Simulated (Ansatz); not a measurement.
# Lattice dynamics of BeAsPt (built on the sites of a database entry of BaAsPd), part 2 of 2

Wanted: phonon frequencies of BeAsPt (built on the sites of a database entry of BaAsPd) and what follows from them.

Ansatz 0.2.0; DFT PBEsol, scalar-relativistic, plane waves, norm-conserving pseudopotentials.

So far. Step 4 (Tight relaxation): The forces vanish by symmetry and the pressure is 0.004 GPa, within the tolerances set. The cell now holds 14.28 Å³/atom. Step 5 (Modes at Γ): Before it was imposed, the acoustic sum rule was missed by 1.2e-4 eV/Å². Small misses are needed for a sound result but don't prove that mesh and cutoff are converged. The lowest optical mode is imaginary, 148.7i cm⁻¹, so the energy falls along it. The relaxed cell has a = 4.258, c = 2.728 Å (conventional setting).

The structure was built from a prototype and need not be the compound's stable phase.

## 6. Phonons on a q mesh

Stability and thermal properties need the whole zone. Linear response on a 2×2×2 q mesh gives force constants as far as a supercell of that size would.

input.yaml

```yaml
crystal:
  lattice:
    - [4.2575090734, 3.7067e-06, 0.0]
    - [-2.1287577467, 3.6871091611, 0.0]
    - [0.0, 0.0, 2.7283165656]
  atoms:
    - { symbol: Be, position: [0.0, 0.0, 0.0] }
    - { symbol: As, position: [0.6666666667, 0.3333333333, 0.5] }
    - { symbol: Pt, position: [0.3333333333, 0.6666666667, 0.5] }
kpoints:
  mp_grid: { grid: [12, 12, 16] }
hamiltonian:
  xc: pbesol
  pseudopotentials: { kind: nc }
scf:
  occupations: { method: methfessel_paxton, width: 0.2 }
output:
  eigenvalues: true
phonons:
  method: dfpt
  qmesh: [2, 2, 2]
  temperatures: { t_max: 1000, t_step: 50 }
  qpath:
    path:
      - [[0.0, 0.0, 0.0], [0.5, 0.0, 0.0], [0.33333333, 0.33333333, 0.0], [0.0, 0.0, 0.0], [0.0, 0.0, 0.5], [0.5, 0.0, 0.5], [0.33333333, 0.33333333, 0.5], [0.0, 0.0, 0.5]]
      - [[0.5, 0.0, 0.5], [0.5, 0.0, 0.0]]
      - [[0.33333333, 0.33333333, 0.5], [0.33333333, 0.33333333, 0.0]]
    npoints: 10
```

Started as:

```
$ ansatz run input.yaml --threads 8 --pin off --max-ram 14336MiB --backend cpu --events-out ev --progress --plain --runs-dir out
```

Numbers of over 12 decimals in the logs are rounded to 6 here.

What it wrote:

```text
[...]
Crystal: 3 atoms, lattice volume = 42.829 Å³
Basis set: ecut = 1197.300995 eV, 3987 PW (Γ), exchange–correlation on 100×100×64 points (8 copies of the dense FFT grid, shifted against one another)
Bands: 23, of which v1, the nominal top of the filled ones, is band 19 counted from 1 (18 counted from 0)
Symmetry: 12 space group operations
k-points: 171 of 2304 (time reversal used)
[...]
SCF iter   1: F=—  HF=-6813.951322 eV  |F-HF|=—  |Δ(HF+E_count)|=         —  Δρ=1.06e-1  dr2=6.85e0  ethr=3.10e-3  ⟨swp⟩=5.7  Hψ=18321  notcnv=0
[...]
SCF iter  10: F=-6812.707724 eV  HF=-6812.707724 eV  |F-HF|=9.09e-13  |Δ(HF+E_count)|=  1.00e-11  S|Δr|=    0.00e0  Δρ=4.49e-8  dr2=6.47e-13  ethr=1.00e-12  ⟨swp⟩=7.4  Hψ=19798  notcnv=0
SCF 1 converged in 10 iterations: F = -6812.707724 eV  dr2 = 6.47e-13
phonons: the bands overlap, so this run is a metal and interpolates without the dipole-dipole term. If the crystal is really an insulator or semiconductor, its LO-TO splitting is missing
NSCF: frozen V_eff on 171 k-points
[...]
DFPT response loops at q = (0, 0, 0) (fractional): preconditioner auto → Kerker (q_TF=auto, 2.663 Å⁻¹) (partly filled bands, converged f_vac=0.000); β = 1.00, the filter's whole step (`scf.mixing.beta` (0.50) is not read by the response loops under this deck's `scf.mixing.preconditioner`; to damp them name `kerker` or `kerker_dos`, under which they read `scf.mixing.beta`, and type it under 1.00, their step now; both keys bind the ground state too); Broyden in place of MSR1
[...]
SCF converged after 10 iterations
[...]
Free energy (F): -6812.707724 eV
[...]
Internal energy: -6812.708295 eV  (E = F + TS)
E sigma→0 (E₀):  -6812.707867 eV
Entropy (-TS):   0.000570 eV (0.190 meV/atom)
Fermi energy:    16.029005 eV
[...]
--- Band table (eV; the first three rows and the last of 171) ---
  k-point 0: bands = [... 15 lower, 13.9201, 13.9201, 15.8178, 15.8178, 17.8527, 17.8527, 19.9478, 20.0863]
  k-point 1: bands = [... 15 lower, 13.6883, 13.6883, 16.0514, 16.0514, 17.8825, 17.8825, 19.1283, 20.2773]
  k-point 2: bands = [... 15 lower, 13.1945, 13.4949, 16.5490, 16.5490, 17.6997, 17.9766, 17.9766, 20.3665]
  k-point 170: bands = [... 15 lower, 12.3247, 13.4387, 13.6493, 14.9106, 17.4796, 17.9068, 21.6148, 22.6495]
--- Phonons (Γ-DFPT): 6 representative perturbations + reference (Σ response iterations 18) ---
  ASR residual: 1.106e-4 → 0.000e0 eV/Å²; symmetrization residual: 7.211e-6 eV/Å²
  ASR residual per site (eV/Å²): 1.49e-5 1.77e-5 1.11e-4
  Γ frequencies (cm⁻¹): -148.70 -148.70 -140.61 0.00 0.00 0.00 82.70 204.93 204.93
--- Phonons (arbitrary-q DFPT): 4 irreducible q on the 2×2×2 mesh ---
  q = [0.0000, 0.0000, 0.0000] (star 1, of the zone-centre solve; hermiticity 1.71e-6, symmetrization 7.17e-8): -148.70 -148.70 -140.61 -0.00 -0.00 -0.00 82.70 204.93 204.93
  q = [0.0000, 0.0000, -0.5000] (star 1, 6 solved perturbations in 2511 linear systems a pass and spin channel, the states on 666 of 2304 k-point pairs; hermiticity 6.20e-8, symmetrization 1.65e-8, the responses' own estimated error 3.3e-5 eV/Å²): -195.67 -170.54 -170.54 19.72 19.72 162.05 172.86 176.16 176.16
[...]
sum rule: each row above includes the acoustic sum rule's correction from the zone centre's row sums; it moved no ω² by more than (0.67 cm⁻¹)²
  mesh force constants: q→R imaginary residual 1.88e-17; ASR residual 1.106e-4 → 0.000e0 eV/Å²; symmetrization residual 5.329e-15 eV/Å²
  interpolated dispersion: 93 rows × 9 modes
  density of states and harmonic sums: on the 18×18×22 q-mesh, interpolated from the force constants of a 2×2×2 supercell (no non-analytic term)
  largest difference from the sums on the solved wave vectors: F 2.46e-2 eV, S 6.14e-5 and C_V 3.72e-5 eV/K
  zero-point energy: 0.045188 eV/cell   skipped modes (ω ≤ 0): 1646, of them read as no rigid motion or as one in doubt: 1643 (3.697e0 modes/cell left out, lowest -230.99 cm⁻¹)   left out of the sums: 4.11e-1 of the cell's modes: C_V's classical limit lies that fraction below 3 k_B per atom; for a crystal, a wire or a layer, F and S can be off by more, and a phonons.interpolated_qmesh denser along its periods is the remedy for the sampling
```

Elapsed: 3.8 min, on 8 threads of AMD EPYC 9R45, shared host; peak memory 5.5 GiB; 29 min of CPU time.

This step gave:

- sum-rule residual before enforcement: 1.11e-4 eV/Å²
- lowest frequency on the path: -231.0 cm⁻¹
- highest frequency on the path or at a solved wavevector: 242.7 cm⁻¹
- lowest mode on the q mesh (acoustic modes at Γ apart): -226.1 cm⁻¹

Frequencies (cm⁻¹) solved at each irreducible wavevector; negative means imaginary. Frequencies by wavevector, by row:

```tsv
q in reciprocal lattice units	star	mode 1	mode 2	mode 3	mode 4	mode 5	mode 6	mode 7	mode 8	mode 9
0 0 0	1	-148.7	-148.7	-140.6	0	0	0	82.7	204.9	204.9
0 0 -0.5	1	-195.7	-170.5	-170.5	19.7	19.7	162.1	172.9	176.2	176.2
0 -0.5 0	3	-178.2	-152.4	-24.9	6.1	35.3	58	101	228.8	242.7
0 -0.5 -0.5	3	-226.1	-155	-35	-29.7	-10.7	132	174.8	218.7	237.3
```

Interpolated from a 2×2×2 q mesh, rough between the solved points. Phonon branches along the path, in cm⁻¹:

```tsv
point	branch 1	branch 2	branch 3	branch 4	branch 5	branch 6	branch 7	branch 8	branch 9
Γ	-149	-149	-141	0	0	0	83	205	205
halfway	-168	-146	-107	-17	35	70	96	217	218
M	-178	-152	-25	6	35	58	101	229	243
halfway	-159	-153	-52	-26	33	57	104	229	240
K	-154	-121	-94	-39	-27	56	112	228	241
halfway	-164	-147	-108	-19	64	66	96	217	223
Γ	-149	-149	-141	0	0	0	83	205	205
halfway	-160	-160	-130	12	12	54	128	191	191
A	-196	-170	-170	20	20	162	173	176	176
halfway	-217	-163	-112	-17	53	124	174	199	218
L	-226	-155	-35	-30	-11	132	175	219	237
halfway	-229	-143	-86	-48	90	137	175	213	240
H	-231	-131	-98	-58	105	146	175	208	242
halfway	-221	-157	-102	-54	77	123	174	201	224
A	-196	-170	-170	20	20	162	173	176	176
jump to L	-226	-155	-35	-30	-11	132	175	219	237
halfway	-167	-166	-99	-17	72	113	123	224	235
M	-178	-152	-25	6	35	58	101	229	243
jump to H	-231	-131	-98	-58	105	146	175	208	242
halfway	-177	-126	-123	9	99	109	122	218	238
K	-154	-121	-94	-39	-27	56	112	228	241
```

The phonon branches as a text plot (rows in cm⁻¹):

```
    233 |   **********              **********   ****************
    213 |****        *****         ********** *  ****    *****
    193 |                 ****    **         ***
    174 |                     *********************      **
    154 |                    *****        *     *  *     * *
    134 |                     *   ** ***** ** ** ****     ***
    114 |    *   ***        *       *     *  *      ***  ********
     95 |   * ***   ***    * *          ** **        * **    *
     75 |****       *******                  *       ****    **
     55 | *  ***********           **  *      *    **  *      ***
     35 | ***  **      *          *  *         *  *          **
     16 |*   **         ** ********   *        ***      *      **
     -4 |**            ****        *                 ****
    -24 |  ************   *         ***          ****       *   *
    -43 |    *  * *                   ***     *  **     * **
    -63 |                  **        * * *****     *     *
    -83 |   *    * **                   *  **       *  *
   -103 |         *  *     **       *    **  *        *  ***    *
   -122 | **      *   *   *        *      *   *      *   ********
   -142 |******  * ********       *     ** **        ****     **
   -162 | ***  *********   *************     *********       *  *
   -182 |    ***               *                    * ***
   -201 |                       ***            **  *       **
   -221 |                          ************  **      **
         Γ    M   K      Γ       A    L   H     A|L     M|H     K
```

Tetrahedra on a 18×18×22 mesh, mean over bins of 5 cm-1. Interpolated from a 2×2×2 q mesh, rough between the solved points. The phonon density of states by wavenumber; read off at these points:

```tsv
wavenumber (cm⁻¹)	phonon density of states (1/cm⁻¹/cell)
-232	2.9e-4
-218	0.0111
-198	0.00768
-182	0.00624
-168	0.0418
-162	0.0543
-152	0.0363
-132	0.0242
-118	0.0136
-102	0.0180
-88	0.0180
-68	0.00901
-52	0.0136
-38	0.0106
-18	0.0108
-2	0.0113
12	0.0112
28	0.0124
48	0.0205
62	0.0286
68	0.0332
78	0.0240
98	0.0213
108	0.0424
112	0.0236
128	0.0209
142	0.00862
162	0.0106
178	8.7e-4
192	0.009
208	0.0369
218	0.0550
228	0.0482
238	0.0552
242	0.00642
```

The partial phonon density of states has structure finer than the step of the table below, so its rows give means over 10 cm⁻¹, whole bins alone (the curve runs from -240 to 259 cm⁻¹). Peaks (cm⁻¹: height): As -221.6: 0.00854, 64.5: 0.00949, 218.5: 0.0428; Be -161.9: 0.0437, 124.2: 0.00743; Pt -20.4: 0.00811, 11.0: 0.0121, 45.6: 0.0155, 77.0: 0.0179, 105.3: 0.0342, 136.8: 0.0130, 171.4: 0.0185.

Phonopy on the run's constants, 15x15x21 mesh, Gaussian sigma 3.6 cm-1. Interpolated from a 2×2×2 q mesh, rough between the solved points. Table of partial phonon density of states by wavenumber; means over each step; values in 1/cm⁻¹/cell:

```tsv
wavenumber (cm⁻¹)	As	Be	Pt
-230	0.00374	0.00129	1.5e-6
-220	0.00817	0.00282	9.8e-6
-210	0.00690	0.00251	1.0e-5
-200	0.00580	0.00228	1.0e-5
-190	0.00433	0.00217	2.1e-5
-180	0.00389	0.00542	1.9e-4
-170	0.00354	0.0273	0.00101
-160	0.00363	0.0402	0.00111
-150	0.00275	0.0315	6.4e-4
-140	0.00388	0.0253	8.9e-4
-130	0.00283	0.0147	8.8e-4
-120	0.00262	0.00891	0.00104
-110	0.00444	0.0116	0.00184
-100	0.00447	0.0101	0.00297
-90	0.00467	0.00966	0.00383
-80	0.00376	0.00674	0.00281
-70	0.00260	0.00498	0.00198
-60	0.00338	0.00541	0.00192
-50	0.00433	0.00667	0.00274
-40	0.00326	0.00508	0.00280
-30	0.00248	0.00252	0.00468
-20	0.00459	0.00251	0.00757
-10	0.00266	0.00140	0.00411
0	9.6e-4	4.1e-4	0.00339
10	0.00275	7.0e-4	0.0103
20	0.00364	0.00200	0.00806
30	0.00390	0.00336	0.00746
40	0.00397	0.00343	0.0107
50	0.00471	0.00410	0.0132
60	0.00882	0.00461	0.0107
70	0.00834	0.00575	0.0150
80	0.00408	0.00454	0.0144
90	0.00126	0.00266	0.0132
100	0.00121	0.00474	0.0265
110	0.00107	0.00573	0.0239
120	0.00121	0.00644	0.0150
130	0.00117	0.00565	0.0103
140	3.9e-4	0.00236	0.00834
150	9.3e-5	6.4e-4	0.00792
160	3.0e-5	1.7e-4	0.00948
170	1.4e-4	5.8e-5	0.0156
180	0.00186	7.5e-5	0.00517
190	0.00576	2.7e-4	0.00181
200	0.0146	6.5e-4	0.00405
210	0.0341	0.00136	0.00722
220	0.0420	0.00251	0.00752
230	0.0369	0.00376	0.00495
240	0.0229	0.00273	0.00264
250	0.00132	1.6e-4	1.5e-4
```

Symmetry leaves 4 wavevectors to solve. The lowest mode among them, the acoustic zeros apart, lies at q = (0, -0.5, -0.5) and is imaginary, 226.1i cm⁻¹, so the energy falls along it. Between them the interpolated path dips to 231i cm⁻¹.

## 7. Summary of results

| Item | Value |
| --- | --- |
| space group after relaxation (within 0.01 Å) | P-6m2 |
| volume per atom | 14.3 Å³ |
| electronic character | no gap on this mesh |
| highest optical mode at the zone centre (no LO-TO term) | 205 cm⁻¹ |
| lowest optical zone-centre mode | -149 cm⁻¹ |
| lowest mode on the q mesh (acoustic modes at Γ apart) | -226 cm⁻¹ |
| highest frequency on the path or at a solved wavevector | 243 cm⁻¹ |
| imaginary modes on the 2×2×2 q mesh | yes |

In words: Modes are clearly imaginary (beyond 10i cm⁻¹) at 4 of the 4 irreducible wavevectors, most at q = (0, -0.5, -0.5) (226.1i cm⁻¹), so this structure is not a minimum of the energy. The optical modes at Γ span -149 to 205 cm⁻¹ (negative means imaginary). The highest mode in this list at Γ, 204.9 cm⁻¹, is mostly motion of As (73 % of the kinetic energy). The q mesh stands for a supercell only 5.5 Å across, so branches between the solved wavevectors are rough. With no gap, or one that is small against the smearing, the frequencies hang on the k mesh and the smearing, most of all near Kohn anomalies. The phonon runs are without spin polarisation, although the cell has an odd electron count. Spin-orbit coupling is left out, which can matter for the heavy elements here. The starting cell was built on a prototype and not taken from a measurement, so the phase need not exist. These are harmonic frequencies at zero temperature: anharmonic shifts, linewidths and thermal expansion are left out.

[Logs are printed without paths, hosts, clocks, repeated set-up lines and the standing remarks that a program may print on its own settings, such as how far it seeks lower states.]

[Hosts, paths, dates, database ids (printed as entryN), source tags and the programs' standing remarks are cut or masked in the printed files.]
